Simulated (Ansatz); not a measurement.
An input for Ansatz 0.2.0 (Be3N2 (R3m)):

```yaml
crystal:
  lattice:
    - [1.4340031061, 0.8279220793, 4.9148778194]
    - [-1.4340031061, 0.8279220793, 4.9148778194]
    - [0.0, -1.6558441586, 4.9148778194]
  atoms:
    - { symbol: Be, position: [0.8591497141, 0.8591497141, 0.8591497141] }
    - { symbol: Be, position: [0.3173933392, 0.3173933392, 0.3173933392] }
    - { symbol: Be, position: [0.0889674664, 0.0889674664, 0.0889674664] }
    - { symbol: "N", position: [0.2039753871, 0.2039753871, 0.2039753871] }
    - { symbol: "N", position: [0.7086140932, 0.7086140932, 0.7086140932] }
kpoints:
  mp_grid: { grid: [6, 6, 6] }
  band_path:
    path:
      - [0.0, 0.0, 0.0]
      - [-0.5, -0.5, -0.5]
      - [-0.5, -0.1855841, -0.8144159]
      - [-0.1855841, 0.1855841, -0.5]
      - [0.0, 0.0, -0.5]
      - [0.0, 0.34279205, -0.34279205]
      - [-0.34279205, 0.0, -0.65720795]
      - [-0.5, 0.0, -0.5]
    npoints: 1
hamiltonian:
  xc: hse06
  pseudopotentials: { kind: paw, azcp: { folder: soft_1 } }
scf:
  occupations: { method: fixed }
  n_extra_bands: 5
output:
  eigenvalues: true
```

```sh
ansatz run input.yaml --threads 3 --pin off --max-ram 92160MiB --backend cuda --events-out ev --progress --plain --runs-dir out --devices 1 --max-vram 13GiB
```

**Question.** How long will it take on 1 × NVIDIA H100 80GB HBM3 (shared by 6 runs) with 3 threads of AMD EPYC 7R13 (Zen 3), shared host, and how much memory?

It took 22 s; on shared hardware allow 11 s to 44 s. Peak host memory was 1.5 GiB. The sizes that set the cost: 671 plane waves a state, 32 irreducible k points and 15 SCF cycles.

Exact exchange couples every pair of k points and filled bands, so it costs far more than a semilocal run.

[Paths, hosts, dates, memory and timing lines, banners, echoed tables and standing remarks are left out of the program output.]

[Logs are printed without paths, hosts, clocks, repeated set-up lines and the standing remarks that a program may print on its own settings, such as how far it seeks lower states.]

[Runs of the session that timed out or met a known fault of the program may be left out.]

[Cells called generated may have been cut or substituted from an entry of the Crystallography Open Database or the Materials Project.]

[Hosts, paths, dates, database ids (printed as entryN), source tags and the programs' standing remarks are cut or masked in the printed files.]
